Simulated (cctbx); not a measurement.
## Lattice, Laue class and space group of a new crystal

Cell: a = 11.2420 Å, b = 11.2420 Å, c = 11.2420 Å, α = 90.00°, β = 90.00°, γ = 90.00°. Expected content of the cell: Tl4 Rb8 Br24 V4.

Simulated single-crystal data (cctbx): synchrotron X-rays, λ = 0.7749 Å, to d = 0.77 Å, 80 % of the full sphere, strongest reflection 20000 counts, noise from counting, a 4 % proportional error and a noise floor of 4 counts (s.d.); no absorption.

Tests on the unmerged data give:

```text
10453 reflections to d = 0.770 A
centring   violations  <I/sigma> of those
    A          0 of  5220      0.0
    B          0 of  5212     -0.0
    C          0 of  5234     -0.0
    I       1041 of  5273      2.9
    R       1579 of  6937      3.7
    F          0 of  7833     -0.0
Laue class    unique    Rint  (classes that these axes allow; Friedel mates merged)
F m m m           481   0.035
F m -3            166   0.039
F m -3 m          115   0.039
space group    extra absences  I>4sigma  <I/sigma>
F 4 3 2                 0          0         -  acentric
F -4 3 m                0          0         -  acentric
F m -3 m                0          0         -  centric
Wilson B = 0.65 A^2   <|E^2-1|> = 0.727 (0.968 centric, 0.736 acentric)   E^2>4: 0.0 %
shell (A)         n   <I/sigma>
 6.49 - 1.54     22     65.2
 1.54 - 1.22     16     74.1
 1.22 - 1.07     14     62.9
 1.07 - 0.97     12     69.5
 0.97 - 0.90     14     77.1
 0.90 - 0.85     11     61.3
 0.85 - 0.81     10     64.5
 0.81 - 0.77     16     57.7
```

**Question.** What are the lattice type, the Laue class and the likely space group?

The reflections that A, B, C and F centring forbids are absent (⟨I/σ⟩ near 0), so the lattice is F. F holds A, B and C together.

Rint stays low (0.035 to 0.039) up to F m -3 m, the highest class in these axes.

3 settings pass the absence test. No glide or screw absences show, which leaves F 4 3 2, F -4 3 m and F m -3 m.

⟨|E²−1|⟩ = 0.727 leans to a non-centrosymmetric structure. Here that hint misleads: the statistic assumes many like atoms on general positions, and few, heavy or special-position atoms break it. The Wilson B of 0.65 Å² means U ≈ 0.0082 Å².

The true group is Fm-3m (no. 225), Laue class m-3m, centrosymmetric. The tables only narrow the choice to the tied entries; cell content, site symmetry and trial solutions must settle it.

The model is made up (kin elements in a known structure type, no relaxation), so it says nothing on whether the phase exists.

[Logs are printed without paths, hosts, clocks, repeated set-up lines and the standing remarks that a program may print on its own settings, such as how far it seeks lower states.]
